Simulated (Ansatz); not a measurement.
Consider Li2MgGeS4 (stannite) (I-42m).

The structure was built from a prototype and need not be the compound's stable phase.

The structure is tetragonal, space group I-42m (No. 121). The conventional cell has a = 5.436 Å, b = 5.436 Å, c = 11.009 Å, α = 90.00°, β = 90.00°, γ = 90.00°. Li has 4 S at 2.38 Å nearest. Nearest to Mg lie 4 S at 2.47 Å. Ge has 4 S at 2.23 Å nearest. Nearest to S lie 1 Ge at 2.23 Å and 2 Li at 2.38 Å and 1 Mg at 2.47 Å. It derives from Ge1Li2Mg1S4. Farther neighbours and most contacts between anions are not listed.

```yaml
crystal:
  lattice:
    - [-2.71809, 2.71809, 5.50430]
    - [2.71809, -2.71809, 5.50430]
    - [2.71809, 2.71809, -5.50430]
  atoms:
    - { symbol: Li, position: [0.75000, 0.25000, 0.50000] }
    - { symbol: Li, position: [0.25000, 0.75000, 0.50000] }
    - { symbol: Mg, position: [0.00000, 0.00000, 0.00000] }
    - { symbol: Ge, position: [0.50000, 0.50000, 0.00000] }
    - { symbol: S, position: [0.85338, 0.85338, 0.46172] }
    - { symbol: S, position: [0.14662, 0.60833, 0.00000] }
    - { symbol: S, position: [0.60833, 0.14662, 0.00000] }
    - { symbol: S, position: [0.39167, 0.39167, 0.53828] }
```

The structure was relaxed with PBEsol. The runs that relaxed it are not among those shown. PAW set soft_2, made with PBE.

Gaps computed with Ansatz 0.2.0 without a self-energy: PBEsol 2.59 eV, PBEsol+SOC 2.58 eV, r2SCAN 3.09 eV and HSE06 3.82 eV.

What gap should G0W0 on PBEsol give (4×4×4 mesh, 485 empty bands, screening to 120 eV, default PAW files)?

About 4.25 eV: on its mesh the run moves the gap from 2.59 eV by +1.66 eV. Among the scalar-relativistic levels given, HSE06 is nearest (−0.43 eV). Bands and cutoff are finite, so the gap is not at the basis limit. The miss can reach some tenths of an eV and take either sign; the mesh is an error of its own. The many-body steps are scalar-relativistic: spin-orbit coupling is not in them.

[Paths, hosts, dates, memory and timing lines, banners, echoed tables and standing remarks are left out of the program output.]

[Logs are printed without paths, hosts, clocks, repeated set-up lines and the standing remarks that a program may print on its own settings, such as how far it seeks lower states.]

[Runs of the session that timed out or met a known fault of the program may be left out.]

[Cells called generated may have been cut or substituted from an entry of the Crystallography Open Database or the Materials Project.]

[Hosts, paths, dates, database ids (printed as entryN), source tags and the programs' standing remarks are cut or masked in the printed files.]
